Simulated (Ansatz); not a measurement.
# Direct or indirect: CdSe (P6_3mc)

```xyz
4
Lattice="4.3000 0.0000 0.0000 -2.1500 3.7239 0.0000 0.0000 0.0000 7.0200" Properties=species:S:1:pos:R:3 pbc="T T T"
Cd    2.1500    1.2413    3.5100
Cd    0.0000    2.4826    0.0000
Se    2.1500    1.2413    6.2127
Se    0.0000    2.4826    2.7027
```

Method: Ansatz, PBE, independent particles, without spin-orbit coupling, line width 0.15 eV (Gaussian). The band structure gives a fundamental gap of 0.70 eV. The spectrum of vertical transitions near the edge:

| E (eV) | Im ε, E ∥ xy | Im ε, E ∥ z |
| --- | --- | --- |
| 0.24 | 0.00 | 0.00 |
| 0.36 | 0.00 | 0.00 |
| 0.48 | 0.01 | 0.01 |
| 0.60 | 0.12 | 0.11 |
| 0.72 | 0.52 | 0.50 |
| 0.84 | 1.02 | 1.03 |
| 0.96 | 1.35 | 1.40 |
| 1.08 | 1.52 | 1.60 |
| 1.20 | 1.62 | 1.72 |
| 1.32 | 1.69 | 1.80 |
| 1.44 | 1.74 | 1.87 |
| 1.56 | 1.79 | 1.92 |
| 1.68 | 1.83 | 1.97 |
| 1.80 | 1.87 | 2.02 |
| 1.92 | 1.91 | 2.07 |
| 2.04 | 1.96 | 2.12 |

Q: Is the gap direct or indirect, and about where do vertical transitions set in?

A: Direct: the band path has its least direct gap at the fundamental one, 0.70 eV, and the curves rise from there. Lines are broadened by 0.15 eV, which spreads the edge.

[Logs are printed without paths, hosts, clocks, repeated set-up lines and the standing remarks that a program may print on its own settings, such as how far it seeks lower states.]
